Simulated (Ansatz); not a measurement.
# What LiCaF3 (Pm-3m) distorts into, part 3 of 3

Which phase does LiCaF3 (Pm-3m) fall into along its unstable mode, and how much energy does it gain?

Ansatz 0.2.0; DFT PBE+D3(BJ), scalar-relativistic, plane waves, PAW.

So far. Step 5 (Energy along the mode, all amplitudes (two of the runs …): The lowest of the steps tried is at 0.14 Å, 0.979 meV/atom below the parent; the bottom of the well need not coincide with a step. Step 7 (The new phase in its own primitive cell): The largest force component left is 0.098 meV/Å and the pressure is 0.003 GPa, within the tolerances set. The cell now holds 11.02 Å³/atom. The relaxed cell has a = 3.716, c = 3.992 Å (conventional setting).

## (8) Modes of the new phase, k-mesh 6×6×6

A relaxed structure may still be a saddle point, so its zone-centre modes are computed. The response to a homogeneous field gives the Born charges and the dielectric tensor, and its change with displacement the Raman tensors.

Input file input.yaml:

```yaml
crystal:
  lattice:
    - [3.7157560671, 0.0, 0.0]
    - [0.0, 3.7157560671, 0.0]
    - [0.0, 0.0, 3.9916374451]
  atoms:
    - { symbol: Li, position: [0.5, 0.5, 0.496435609] }
    - { symbol: Ca, position: [0.0, 0.0, 0.912013098] }
    - { symbol: F, position: [0.0, 0.5, 0.5540990667] }
    - { symbol: F, position: [0.5, 0.0, 0.5540990667] }
    - { symbol: F, position: [0.5, 0.5, 0.0308971776] }
kpoints:
  mp_grid: { grid: [6, 6, 6] }
hamiltonian:
  xc: pbe
  dispersion: d3bj
scf:
  occupations: { method: fixed }
output:
  eigenvalues: true
phonons:
  method: dfpt
  dielectric: true
  rigid_motions: translations
  raman: true
```

Started as:

```console
> ansatz run input.yaml --threads 4 --pin off --max-ram 7168MiB --backend cpu --events-out ev --progress --plain --runs-dir out
```

Numbers of over 12 decimals in the logs are rounded to 6 here.

What it wrote:

```text
[...]
Crystal: 5 atoms, lattice volume = 55.112 Å³
Basis set: ecut = 420 eV, 1053 PW (Γ), exchange–correlation on 50×50×54 points (8 copies of the dense FFT grid, shifted against one another)
Bands: 22, of which v1, the nominal top of the filled ones, is band 17 counted from 1 (16 counted from 0)
Symmetry: 8 space group operations
k-points: 112 of 216 (irreducible under 1 space group operation, time reversal used)
[...]
SCF iter   1: F=—  HF=-4455.974131 eV  |F-HF|=—  |Δ(HF+E_count)|=         —  Δρ=1.26e-3  dr2=4.45e-4  ethr=1.77e-3  ⟨swp⟩=4.6  Hψ=11426  notcnv=0  defer=252
[...]
SCF iter  10: F=-4455.974708 eV  HF=-4455.974708 eV  |F-HF|=4.55e-12  |Δ(HF+E_count)|=  3.18e-11  Δρ=8.12e-8  dr2=2.37e-12  ethr=1.00e-12  ⟨swp⟩=11.8  Hψ=16075  notcnv=0
SCF 1 converged in 10 iterations: F = -4455.974708 eV  dr2 = 2.37e-12
[...]
Bands: 18, of which v1, the nominal top of the filled ones, is band 17 counted from 1 (16 counted from 0)
k-points: 18 of 216 (time reversal used)
[...]
Eigensolver: Dense (18 Hₖ)
SCF iter   1: F=—  HF=-4455.974100 eV  |F-HF|=—  |Δ(HF+E_count)|=         —  Δρ=6.33e-4  dr2=3.93e-5  ethr=1.00e-1
[...]
SCF iter   7: F=-4455.974099 eV  HF=-4455.974099 eV  |F-HF|=2.73e-12  |Δ(HF+E_count)|=  1.55e-10  Δρ=1.15e-7  dr2=9.14e-12  ethr=1.00e-12
SCF 1 converged in 7 iterations: F = -4455.974099 eV  dr2 = 9.14e-12
[...]
SCF converged after 10 iterations
Free energy (F): -4455.974708 eV
[...]
Internal energy: -4455.974708 eV  (E = F + TS)
E sigma→0 (E₀):  -4455.974708 eV
Fermi energy:    3.385227 eV
[...]
--- Band table (eV; the first three rows and the last of 112) ---
  k-point 0: bands = [... 13 lower, 2.5524, 3.2901, 3.2901, 3.3849, 10.1461, 10.8899, 10.9124, 12.0542, ... 1 higher]
  k-point 1: bands = [... 13 lower, 2.5241, 3.1736, 3.2312, 3.2312, 10.5988, 11.0790, 11.0957, 12.0766, ... 1 higher]
  k-point 2: bands = [... 13 lower, 2.4728, 2.7122, 3.1077, 3.1077, 11.4460, 11.4603, 11.8016, 12.1222, ... 1 higher]
  k-point 111: bands = [... 13 lower, 3.2956, 3.3285, 3.3285, 3.3344, 11.5089, 11.5200, 11.5200, 12.5590, ... 1 higher]
[...]
k mesh reduced under 1 symmetry operation, with k and −k counted as one. Each operation leaves every solved perturbation unchanged. A smaller set is not considered because the run solves the response to a homogeneous field
  ASR residual: 8.289e-3 → 0.000e0 eV/Å²; symmetrization residual: 1.834e-6 eV/Å²
[...]
ASR residual per site (eV/Å²): 8.29e-3 4.83e-5 1.06e-3 1.06e-3 4.06e-3
[...]
ε∞ (high-frequency dielectric tensor):
        2.366698     0.000000     0.000000
        0.000000     2.366698     0.000000
        0.000000     0.000000     2.266355
  ε⁰ (static dielectric tensor: ions relaxed, cell fixed):
       60.645597    -0.000000     0.000000
       -0.000000    60.645597    -0.000000
        0.000000    -0.000000     9.126492
  ε⁰ − ε∞ (ionic part):
       58.278898    -0.000000     0.000000
       -0.000000    58.278898    -0.000000
        0.000000    -0.000000     6.860137
[...]
Born effective charges Z* (e; rows j = field, columns β = displacement):
    site 0:
         0.98589    0.00000    0.00000
         0.00000    0.98589    0.00000
         0.00000    0.00000    1.00471
    site 1:
         2.53204   -0.00000    0.00000
        -0.00000    2.53204   -0.00000
         0.00000   -0.00000    2.24267
    site 2:
        -1.05378   -0.00000   -0.00000
        -0.00000   -1.27405   -0.00000
        -0.00000   -0.00000   -1.08318
    site 3:
        -1.27405   -0.00000   -0.00000
        -0.00000   -1.05378   -0.00000
        -0.00000   -0.00000   -1.08318
    site 4:
        -1.19010    0.00000   -0.00000
         0.00000   -1.19010    0.00000
        -0.00000    0.00000   -1.08103
  Z* charge neutrality: 1.183e-4 e pre-enforcement
[...]
optical modes at Γ without the LO–TO term, one row a degenerate level:
      ω (cm⁻¹)  modes    IR ((D/Å)²/amu)  static Raman (Å⁴/amu)  depolarisation
         57.22      2             9.3600                 0.0715           0.750
        177.79      1             0.0000                 0.3355           0.750
        201.32      1             6.1493                 2.6680           0.160
        210.22      2             4.8953                 0.5381           0.750
        361.63      2             2.3161                 0.1944           0.750
        363.77      1             1.2370                 0.2176           0.304
        439.99      1             3.1334                 0.1397           0.455
        545.19      2             7.3514                 0.0266           0.750
  optical modes at Γ + LO–TO along q̂ = [1.0000, 0.0000, 0.0000]:
      ω (cm⁻¹)  modes    IR ((D/Å)²/amu)  static Raman (Å⁴/amu)  depolarisation
         57.22      1             4.6800                 0.0357           0.750
        158.55      1             0.2242                 0.2985           0.750
        177.79      1             0.0000                 0.3355           0.750
        201.32      1             6.1493                 2.6680           0.160
        210.22      1             2.4477                 0.2690           0.750
        300.07      1             1.4554                 0.0005           0.750
        361.63      1             1.1580                 0.0972           0.750
        363.77      1             1.2370                 0.2176           0.304
        401.80      1             2.0827                 0.0554           0.750
        439.99      1             3.1334                 0.1397           0.455
        545.19      1             3.6757                 0.0133           0.750
        628.05      1             8.1992                 0.0973           0.750
  optical modes at Γ + LO–TO along q̂ = [0.0000, 1.0000, 0.0000]:
      ω (cm⁻¹)  modes    IR ((D/Å)²/amu)  static Raman (Å⁴/amu)  depolarisation
         57.22      1             4.6800                 0.0357           0.750
        158.55      1             0.2242                 0.2985           0.750
        177.79      1             0.0000                 0.3355           0.750
        201.32      1             6.1493                 2.6680           0.160
        210.22      1             2.4477                 0.2690           0.750
        300.07      1             1.4554                 0.0005           0.750
        361.63      1             1.1580                 0.0972           0.750
        363.77      1             1.2370                 0.2176           0.304
        401.80      1             2.0827                 0.0554           0.750
        439.99      1             3.1334                 0.1397           0.455
        545.19      1             3.6757                 0.0133           0.750
        628.05      1             8.1992                 0.0973           0.750
  optical modes at Γ + LO–TO along q̂ = [0.0000, 0.0000, 1.0000]:
      ω (cm⁻¹)  modes    IR ((D/Å)²/amu)  static Raman (Å⁴/amu)  depolarisation
         57.22      2             9.3600                 0.0715           0.750
        177.79      1             0.0000                 0.3355           0.750
        210.22      2             4.8953                 0.5381           0.750
        303.02      1             1.0106                 1.1930           0.081
        361.63      2             2.3161                 0.1944           0.750
        386.42      1             0.5355                 0.7855           0.178
        545.19      2             7.3514                 0.0266           0.750
        552.22      1             8.9736                 0.4300           0.232
```

Wall time 4.9 min (4 threads of Arm Neoverse N1, shared host); peak memory 0.86 GiB.

This step gave:

- sum-rule residual before enforcement: 0.008289 eV/Å²
- miss of the charge sum rule: 1.18e-4 e
- point group: 4mm
- highest optical mode at the zone centre (no LO-TO term): 545.2 cm⁻¹
- lowest optical zone-centre mode: 57.22 cm⁻¹
- mean high-frequency dielectric constant: 2.333
- largest Born charge (third of the trace): 2.436 e
- mean static dielectric constant: 43.47
- top of the zone-centre spectrum with the field: 628.0 cm⁻¹

Without the LO-TO term. Patterns of degenerate modes are one choice out of their space. Modes at Γ, with each element's share of the kinetic energy:

```tsv
mode	frequency (cm⁻¹)	symmetry	Li %	Ca %	F %
1	0.0	acoustic	7	39	55
2	0.0	acoustic	7	39	55
3	0.0	acoustic	7	39	55
4	57.2	E	0	38	62
5	57.2	E	0	38	62
6	177.8	B1	0	0	100
7	201.3	A1	1	60	39
8	210.2	E	1	23	76
9	210.2	E	1	23	76
10	361.6	E	22	1	78
11	361.6	E	22	1	78
12	363.8	A1	27	0	73
13	440.0	A1	66	1	33
14	545.2	E	70	0	30
15	545.2	E	70	0	30
```

Displacements in mode 5 (57.2 cm⁻¹), the largest set to 1:
```
Li1  0.00  0.14  0.00
Ca2  0.00 -0.56  0.00
F3   0.00 -0.10  0.00
F4   0.00  0.23  0.00
F5   0.00  1.00  0.00
```

Displacements in mode 15 (545.2 cm⁻¹), the largest set to 1:
```
Li1  0.00  1.00  0.00
Ca2  0.00 -0.02  0.00
F3   0.00  0.05  0.00
F4   0.00 -0.39  0.00
F5   0.00  0.02  0.00
```

Optical modes at the zone centre, without and with the macroscopic field of the longitudinal modes; each column is sorted by frequency, so a row need not hold one and the same mode. Modes with and without the field, by row:

```tsv
rank among optical modes	no field (cm⁻¹)	q along (1, 0, 0) (cm⁻¹)	q along (0, 0, 1) (cm⁻¹)
1	57.2	57.2	57.2
2	57.2	158.6	57.2
3	177.8	177.8	177.8
4	201.3	201.3	210.2
5	210.2	210.2	210.2
6	210.2	300.1	303
7	361.6	361.6	361.6
8	361.6	363.8	361.6
9	363.8	401.8	386.4
10	440	440	545.2
11	545.2	545.2	545.2
12	545.2	628	552.2
```

Born charge (rows field, columns displacement) (e), principal values of the symmetric part by kind of site:

```tsv
atom	atoms with these values	low	middle	high	mean
Li1	1	0.99	0.99	1.00	0.99
Ca2	1	2.24	2.53	2.53	2.44
F3	2	-1.27	-1.08	-1.05	-1.14
F5	1	-1.19	-1.19	-1.08	-1.15
```

In full for Li1:

```
0.99 0.00 0.00
0.00 0.99 0.00
0.00 0.00 1.00
```

High-frequency dielectric tensor:

```
2.37 0.00 0.00
0.00 2.37 0.00
0.00 0.00 2.27
```

Static dielectric tensor (ions relaxed, fixed cell):

```
60.65  0.00  0.00
 0.00 60.65  0.00
 0.00  0.00  9.13
```

Transverse modes. Infrared lines, with heights relative to the strongest:

```tsv
position (cm⁻¹)	label	relative intensity
57	E	100
178	B1	0.0
201	A1	66
210	E	52
362	E	25
364	A1	13
440	A1	33
545	E	79
```

Activity x (w_L - w)^4 (n + 1)/w, 532 nm, 300 K; modes without the macroscopic field alone. Lines of the Raman spectrum (strongest = 100):

```tsv
position (cm⁻¹)	label	relative intensity
57	E	25
178	B1	15
201	A1	100
210	E	19
362	E	3.0
364	A1	3.3
440	A1	1.6
545	E	0.2
```

Before it was imposed, the acoustic sum rule was missed by 0.0083 eV/Å² and the charge sum rule by 1.2e-4 e. Small misses are needed for a sound result but don't prove that mesh and cutoff are converged. The lowest optical mode is real, 57.2 cm⁻¹.

## (9) Outcome

```yaml
unstable_mode_of_the_parent: q = (0, 0, 0), 69i cm⁻¹
depth_at_the_lowest_point_sampled: 0.979 meV/atom
largest_atomic_shift_at_that_point: 0.14 Å
space_group_reached_within_0p01_a: P4mm
energy_gained_over_the_parent_first_relaxation_on_the_mesh_of_the_frozen_mode: 4.38 meV/atom
volume_per_atom_phase_reached: 11.0 Å³
gap_on_the_k_mesh_phase_reached: 6.76 eV
lowest_optical_zone_centre_mode_phase_reached: 57.2 cm⁻¹
highest_optical_mode_at_the_zone_centre_no_lo_to_term_phase_reached: 545 cm⁻¹
```

**Reading.** Along this mode the structure falls into P4mm, 4.38 meV/atom below the parent. At the parent's cell the well is 0.979 meV/atom deep on the steps tried, with its lowest point at a shift of 0.14 Å. Relaxing atoms and cell changes the gain by +3.40 meV/atom against the lowest step (energies at zero smearing). Most of the total comes from this relaxation. The new phase has no imaginary mode at the zone centre of its cell; other wavevectors were not checked. How so shallow a well moves with the k mesh was not tested. Of the 3 patterns followed to their end from this parent, this one reaches the lowest energy. Each path keeps the symmetry of its pattern, so a lower phase may lie along a pattern not tried. In the phonons the program treats the change of the C6 weights of the dispersion term with coordination only in part.

[Logs are printed without paths, hosts, clocks, repeated set-up lines and the standing remarks that a program may print on its own settings, such as how far it seeks lower states.]

[Hosts, paths, dates, database ids (printed as entryN), source tags and the programs' standing remarks are cut or masked in the printed files.]
